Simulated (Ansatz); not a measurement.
# Lattice dynamics of Mg3PbO (model cell, started as antiperovskite), part 2 of 2

The cell of Mg3PbO (model cell, started as antiperovskite) is at rest. What are its phonons? After the zone centre comes a 4×4×4 q mesh on a 8×8×8 k mesh.

Ansatz 0.2.0; DFT LDA, scalar-relativistic, plane waves, PAW; PAW set soft_1.

So far. Step 2 (Modes at Γ): Before it was imposed, the acoustic sum rule was missed by 4.6e-5 eV/Å². Small misses are needed for a sound result but don't prove that mesh and cutoff are converged. The lowest optical mode is real, 144 cm⁻¹.

The structure was built from a prototype and need not be the compound's stable phase.

### Step 3. The dispersion

Stability and thermal properties need the whole zone. Linear response on a 4×4×4 q mesh gives force constants as far as a supercell of that size would.

input.yaml

```yaml
crystal:
  lattice:
    - [4.3259854434, 0.0, 0.0]
    - [0.0, 4.3259854434, 0.0]
    - [0.0, 0.0, 4.3259854434]
  atoms:
    - { symbol: Pb, position: [0.0, 0.0, 0.0] }
    - { symbol: O, position: [0.5, 0.5, 0.5] }
    - { symbol: Mg, position: [0.5, 0.5, 0.0] }
    - { symbol: Mg, position: [0.5, 0.0, 0.5] }
    - { symbol: Mg, position: [0.0, 0.5, 0.5] }
kpoints:
  mp_grid: { grid: [8, 8, 8] }
hamiltonian:
  xc: lda
  pseudopotentials: { kind: paw, azcp: { folder: soft_1 }, xc_functional: pbe }
scf:
  occupations: { method: methfessel_paxton, width: 0.2 }
output:
  eigenvalues: true
phonons:
  method: dfpt
  qmesh: [4, 4, 4]
  temperatures: { t_max: 1000, t_step: 50 }
  qpath:
    path:
      - [[0.0, 0.0, 0.0], [0.0, 0.5, 0.0], [0.5, 0.5, 0.0], [0.0, 0.0, 0.0], [0.5, 0.5, 0.5], [0.0, 0.5, 0.0]]
      - [[0.5, 0.5, 0.5], [0.5, 0.5, 0.0]]
    npoints: 10
```

Launch:

```bash
$ ansatz run input.yaml --threads 8 --pin off --max-ram 16384MiB --backend cpu --events-out ev --progress --plain --runs-dir out
```

Numbers of over 12 decimals in the logs are rounded to 6 here.

Output:

```text
[...]
Crystal: 5 atoms, lattice volume = 80.957 Å³
Basis set: ecut = 420 eV, 1575 PW (Γ), exchange–correlation on 60×60×60 points (8 copies of the dense FFT grid, shifted against one another)
Bands: 30, of which v1, the nominal top of the filled ones, is band 25 counted from 1 (24 counted from 0)
Symmetry: 48 space group operations
k-points: 35 of 512
[...]
SCF iter   1: F=—  HF=-17867.808888 eV  |F-HF|=—  |Δ(HF+E_count)|=         —  Δρ=7.92e-2  dr2=4.45e0  ethr=3.10e-3  ⟨swp⟩=6.9  Hψ=4811  notcnv=0
[...]
SCF iter  11: F=-17866.941083 eV  HF=-17866.941083 eV  |F-HF|=3.64e-12  |Δ(HF+E_count)|=  3.64e-12  S|Δr|=    0.00e0  Δρ=4.14e-8  dr2=9.14e-13  ethr=1.00e-12  ⟨swp⟩=9.2  Hψ=5079  notcnv=0
SCF 1 converged in 11 iterations: F = -17866.941083 eV  dr2 = 9.14e-13
[...]
iter 1 solved again at ethr=6.26e-8 eV; its pass at ethr=3.10e-3 eV (dr2=3.13e-5 eV) is discarded
SCF iter   1: F=—  HF=-17866.941084 eV  |F-HF|=—  |Δ(HF+E_count)|=         —  Δρ=5.98e-7  dr2=1.24e-10  ethr=6.26e-8  ⟨swp⟩=3.7  Hψ=7956  notcnv=0
eigensolver tolerance schedule: the retry pair's looser diagonalisation over-reported the residual by 252660.18 of it (diagonalisation noise at an unbounded share of the residual, at the tolerance the schedule requests for it); recorded, not acted on — ethr = c·dr2/N_el stays at c = 1.0e-1
[...]
SCF iter   2: F=—  HF=-17866.941083 eV  |F-HF|=—  |Δ(HF+E_count)|=   1.58e-7  S|Δr|=    0.00e0  Δρ=4.11e-7  dr2=4.99e-11  ethr=1.00e-12  ⟨swp⟩=3.6  Hψ=2945  notcnv=0
[...]
SCF iter   4: F=-17866.941083 eV  HF=-17866.941083 eV  |F-HF|=1.46e-11  |Δ(HF+E_count)|=  2.18e-11  S|Δr|=    0.00e0  Δρ=1.33e-7  dr2=5.60e-12  ethr=1.00e-12  ⟨swp⟩=3.9  Hψ=2954  notcnv=0
SCF 2 converged in 4 iterations: F = -17866.941083 eV  dr2 = 5.60e-12
phonons: the bands overlap, so this run is a metal and interpolates without the dipole-dipole term. If the crystal is really an insulator or semiconductor, its LO-TO splitting is missing
NSCF: frozen V_eff on 35 k-points
WARN: eigensolver did not converge (k=0): 1 band(s) unlocked after 20 sweeps at ethr=1.41e-12 eV (storage-precision floor; scheduled 1.00e-12 eV) (lowest unlocked band 29, counted from 0; max residual 6.31e-5 eV among the unlocked bands, 6.31e-5 eV over every band; other slots of this pass that fall short are told together in one closing line; warning suppressed until the next SCF loop or pass starts)
WARN: eigensolver did not converge in 5 slots of this pass, the one above among them; of largest residual over every band (k=34): 1 band(s) unlocked (lowest unlocked band 29, counted from 0; max residual 8.47e-5 eV among the unlocked bands, 8.47e-5 eV over every band); of lowest unlocked band (k=0): band 29
[...]
DFPT response loops at q = (0, 0, 0) (fractional): preconditioner auto → Kerker (q_TF=auto, 2.518 Å⁻¹) (partly filled bands, converged f_vac=0.000); β = 1.00, the filter's whole step (`scf.mixing.beta` (0.50) is not read by the response loops under this deck's `scf.mixing.preconditioner`; to damp them name `kerker` or `kerker_dos`, under which they read `scf.mixing.beta`, and type it under 1.00, their step now; both keys bind the ground state too); Broyden in place of MSR1
[...]
SCF converged after 11 iterations
[...]
Free energy (F): -17866.941083 eV
[...]
Internal energy: -17866.940373 eV  (E = F + TS)
E sigma→0 (E₀):  -17866.940906 eV
Entropy (-TS):   -0.000710 eV (-0.142 meV/atom)
Fermi energy:    10.590636 eV
[...]
--- Band table (eV; the first three rows and the last of 35) ---
  k-point 0: bands = [... 21 lower, 4.4258, 10.0797, 10.0797, 10.0797, 11.2405, 11.2405, 11.2703, 16.6617, ... 1 higher]
  k-point 1: bands = [... 21 lower, 4.4537, 8.7625, 10.0566, 10.0566, 11.3503, 11.4519, 12.7874, 15.7684, ... 1 higher]
  k-point 2: bands = [... 21 lower, 4.5226, 7.2560, 9.9905, 9.9905, 11.6747, 11.9796, 14.9024, 15.0704, ... 1 higher]
  k-point 34: bands = [... 21 lower, 4.0023, 6.8587, 6.8587, 6.8587, 12.1680, 12.1680, 12.1680, 13.9715, ... 1 higher]
--- Phonons (Γ-DFPT): 4 representative perturbations + reference (Σ response iterations 13) ---
  ASR residual: 4.808e-5 → 0.000e0 eV/Å²; symmetrization residual: 5.484e-6 eV/Å²
  ASR residual per site (eV/Å²): 1.73e-6 4.81e-5 9.73e-6 9.73e-6 9.73e-6
[...]
--- Phonons (arbitrary-q DFPT): 10 irreducible q on the 4×4×4 mesh ---
  q = [0.0000, 0.0000, 0.0000] (star 1, of the zone-centre solve; hermiticity 1.97e-6, symmetrization 1.55e-11): -0.00 -0.00 0.00 143.56 143.56 143.56 189.55 189.55 189.55 266.54 266.54 266.54 306.87 306.87 306.87
  q = [0.0000, 0.0000, 0.2500] (star 6, 9 solved perturbations in 1560 linear systems a pass and spin channel, the states on 200 of 512 k-point pairs; hermiticity 1.01e-6, symmetrization 2.84e-12): 50.84 50.84 71.93 144.73 144.73 173.35 192.69 195.40 195.40 275.24 275.24 285.25 304.74 304.74 340.29
[...]
q = [0.0000, 0.2500, -0.5000] (star 12, 15 solved perturbations on 200 of 512 k-point pairs; hermiticity 1.18e-6, symmetrization 6.12e-14): 71.92 73.48 81.22 145.36 155.98 162.58 200.77 203.63 228.71 240.92 258.58 289.87 297.07 335.03 350.35
[...]
sum rule: each row above includes the acoustic sum rule's correction from the zone centre's row sums; it moved no ω² by more than (0.90 cm⁻¹)²
  mesh force constants: q→R imaginary residual 1.39e-18; ASR residual 4.808e-5 → 0.000e0 eV/Å²; symmetrization residual 7.550e-15 eV/Å²
  interpolated dispersion: 62 rows × 15 modes
  density of states and harmonic sums: on the 16×16×16 q-mesh, interpolated from the force constants of a 4×4×4 supercell (no non-analytic term)
  largest difference from the sums on the solved wave vectors: F 1.39e-2 eV, S 1.79e-5 and C_V 3.98e-6 eV/K
  zero-point energy: 0.189481 eV/cell   skipped modes (ω ≤ 0): 3   left out of the sums: 4.88e-5 of the cell's modes: C_V's classical limit lies that fraction below 3 k_B per atom; for a crystal, a wire or a layer, F and S can be off by more, and a phonons.interpolated_qmesh denser along its periods is the remedy for the sampling
```

The job ended after 6.7 min (8 threads of Arm Neoverse V2, shared host; peak memory 2.8 GiB; 51 min of CPU time).

Numbers from this step:

```
sum-rule residual before enforcement                    : 4.81e-5 eV/Å²
lowest frequency on the path                            : 0 cm⁻¹
highest frequency on the path or at a solved wavevector : 396.7 cm⁻¹
mean frequency                                          : 203.8 cm⁻¹
Debye temperature (second moment)                       : 414 K
logarithmic mean frequency                              : 179.5 cm⁻¹
lowest mode on the q mesh (acoustic modes at Γ apart)   : 50.1 cm⁻¹
zero-point energy per atom                              : 37.9 meV
heat capacity at 300 K                                  : 22.77 J/(mol atoms K)
vibrational entropy at 300 K                            : 29.81 J/(mol atoms K)
```

Frequencies (cm⁻¹) solved at each irreducible wavevector; negative means imaginary. Frequencies by wavevector, by row:

```csv
q in reciprocal lattice units,star,mode 1,mode 2,mode 3,mode 4,mode 13,mode 14,mode 15
0 0 0,1,0,0,0,143.6,306.9,306.9,306.9
0 0 0.25,6,50.8,50.8,71.9,144.7,304.7,304.7,340.3
0 0 -0.5,3,72.7,72.7,96.3,141,311.1,311.1,396.7
0 0.25 0.25,12,52.8,62,88.2,148.1,299.7,317.5,356.2
0 0.25 -0.5,12,71.9,73.5,81.2,145.4,297.1,335,350.4
0 -0.5 -0.5,3,50.1,70.3,70.3,111.6,290,318.6,365.6
0.25 0.25 0.25,8,69,69,86.8,140.7,291.3,324.3,347.5
0.25 0.25 -0.5,12,72.1,79.3,82.4,138.3,305.4,308.2,366.3
0.25 -0.5 -0.5,6,78.7,78.7,80.4,115.4,283.7,283.7,388.6
-0.5 -0.5 -0.5,1,84.2,84.2,84.2,117.1,306.1,306.1,384.9
```

Interpolated from a 4×4×4 q mesh. Phonon branches along the path, in cm⁻¹:

```csv
point,branch 1,branch 2,branch 3,branch 4,branch 12,branch 13,branch 14,branch 15
Γ,0,0,0,144,266,307,307,307
halfway,51,51,72,145,285,305,305,340
X,73,73,96,141,282,311,311,397
halfway,72,74,81,145,290,297,335,350
M,50,70,70,112,266,290,319,366
halfway,53,62,88,148,282,300,318,356
Γ,0,0,0,144,266,307,307,307
halfway,69,69,87,141,291,291,324,348
R,84,84,84,117,306,306,306,385
halfway,72,79,82,138,257,305,308,366
X,73,73,96,141,282,311,311,397
jump to R,84,84,84,117,306,306,306,385
halfway,79,79,80,115,278,284,284,389
M,50,70,70,112,266,290,319,366
```

Tetrahedra on a 16×16×16 mesh, mean over bins of 5 cm-1. Interpolated from a 4×4×4 q mesh. Table of phonon density of states by wavenumber; read off at these points:

```csv
wavenumber (cm⁻¹),phonon density of states (1/cm⁻¹/cell)
2,1.0e-5
18,9.9e-4
28,0.00279
42,0.00871
58,0.0288
72,0.109
82,0.104
98,1.7e-4
112,0.00166
128,0.0223
138,0.0415
148,0.115
152,0.0610
168,0.0534
178,0.0283
192,0.0579
208,0.0566
222,0.0358
232,0.0522
242,0.0819
248,0.0697
262,0.0544
272,0.0616
288,0.0520
302,0.0894
318,0.0212
328,0.0250
342,0.0126
358,0.0239
372,0.0131
382,0.0107
398,1.0e-5
```

The partial phonon density of states has structure finer than the step of the table below, so its rows give means over 10 cm⁻¹, whole bins alone (the curve runs from -10 to 417 cm⁻¹). Peaks (cm⁻¹: height): Mg 145.7: 0.0922, 167.2: 0.0480, 186.0: 0.0542, 245.1: 0.0686, 304.2: 0.0265; O 271.9: 0.0331, 301.5: 0.0539; Pb 73.2: 0.0946, 145.7: 0.0123.

Phonopy on the run's constants, 13x13x13 mesh, Gaussian sigma 3.0 cm-1. Interpolated from a 4×4×4 q mesh. The partial phonon density of states by wavenumber; means over each step; values in 1/cm⁻¹/cell:

```csv
wavenumber (cm⁻¹),Mg,O,Pb
0,2.8e-5,7.5e-6,8.1e-5
10,5.5e-5,1.1e-5,1.6e-4
20,3.8e-4,8.5e-5,0.00118
30,7.7e-4,1.7e-4,0.00264
40,0.00145,3.3e-4,0.00561
50,0.00257,6.0e-4,0.0130
60,0.00426,0.00110,0.0357
70,0.00542,0.00175,0.0852
80,0.00317,0.00126,0.0896
90,9.6e-4,3.3e-4,0.0406
100,4.3e-5,7.3e-6,0.00147
110,0.00258,0,1.5e-5
120,0.0155,1.7e-5,1.8e-4
130,0.0248,1.8e-4,6.3e-4
140,0.0626,0.00296,0.00548
150,0.0717,0.00450,0.00805
160,0.0359,0.00262,0.00206
170,0.0398,0.00318,0.00175
180,0.0417,0.00433,0.00101
190,0.0509,0.00452,7.3e-4
200,0.0502,0.00359,6.8e-4
210,0.0434,0.00425,5.3e-4
220,0.0347,0.00349,4.1e-4
230,0.0370,0.00416,3.1e-4
240,0.0523,0.00691,4.2e-4
250,0.0597,0.0125,4.7e-4
260,0.0412,0.0186,3.3e-4
270,0.0308,0.0296,4.1e-4
280,0.0172,0.0279,3.3e-4
290,0.0197,0.0397,2.8e-4
300,0.0248,0.0504,2.3e-4
310,0.0195,0.0248,9.6e-5
320,0.0163,0.00548,5.5e-5
330,0.0162,0.00620,5.8e-5
340,0.0151,0.00917,6.4e-5
350,0.0166,0.0103,6.0e-5
360,0.0144,0.00730,3.3e-5
370,0.0109,0.00370,1.8e-5
380,0.00913,0.00250,9.9e-6
390,0.00577,0.00134,1.2e-6
400,1.8e-4,1.3e-4,0
410,0,6.0e-7,0
```

Harmonic thermodynamic functions per atom, from the density of states. Interpolated from a 4×4×4 q mesh. Thermodynamic functions, by row:

```csv
T (K),F_vib (meV/atom),S (J/mol-atom/K),C_V (J/mol-atom/K)
0,37.9,0,0
50,37.46,2.78,5.49
100,34.43,9.083,13.23
200,18.57,21,20.5
300,-7.99,29.81,22.77
400,-42.5,36.51,23.67
500,-83.19,41.84,24.11
600,-128.9,46.26,24.36
700,-178.9,50.03,24.51
800,-232.4,53.31,24.61
900,-289.2,56.21,24.68
1000,-348.9,58.81,24.73
```

Harmonic mean-square displacement, third of the trace. Interpolated from a 4×4×4 q mesh. Mean square displacements, by row:

```csv
T (K),Pb1 U_eq (Å²),O2 U_eq (Å²),Mg3 U_eq (Å²),Mg4 U_eq (Å²),Mg5 U_eq (Å²)
0,0.00111,0.00414,0.00358,0.00358,0.00358
100,0.00252,0.00495,0.00461,0.00461,0.00461
300,0.00705,0.00956,0.01008,0.01008,0.01008
600,0.014,0.0179,0.01935,0.01935,0.01935
```

Symmetry leaves 10 wavevectors to solve. The lowest mode among them, the acoustic zeros apart, lies at q = (0, -0.5, -0.5) and is real, 50.1 cm⁻¹.

### Step 4. Summary of results

* space group (within 0.01 Å): Pm-3m
* volume per atom: 16.2 Å³
* electronic character: no gap on this mesh
* highest optical mode at the zone centre (no LO-TO term): 307 cm⁻¹
* lowest optical zone-centre mode: 144 cm⁻¹
* lowest mode on the q mesh (acoustic modes at Γ apart): 50.1 cm⁻¹
* highest frequency on the path or at a solved wavevector: 397 cm⁻¹
* zero-point energy per atom: 37.9 meV
* heat capacity at 300 K: 22.8 J/(mol atoms K)
* vibrational entropy at 300 K: 29.8 J/(mol atoms K)
* Debye temperature (second moment): 414 K
* imaginary modes on the 4×4×4 q mesh: none

**Reading.** The structure is a minimum as far as tested: no mode is imaginary at the 10 irreducible wavevectors of the 4×4×4 mesh, and the softest away from the acoustic zeros lies at 50 cm⁻¹. The optical modes at Γ span 144 to 307 cm⁻¹. With no gap, or one that is small against the smearing, the frequencies hang on the k mesh and the smearing, most of all near Kohn anomalies. Spin-orbit coupling is left out, which can matter for the heavy elements here. The PAW files were made for PBE and serve the other functionals too. A phonon run warned that its eigensolver left some bands unconverged in a pass. The starting cell was built on a prototype and not taken from a measurement, so the phase need not exist. These are harmonic frequencies at zero temperature: anharmonic shifts, linewidths and thermal expansion are left out.

[Logs are printed without paths, hosts, clocks, repeated set-up lines and the standing remarks that a program may print on its own settings, such as how far it seeks lower states.]

[Hosts, paths, dates, database ids (printed as entryN), source tags and the programs' standing remarks are cut or masked in the printed files.]
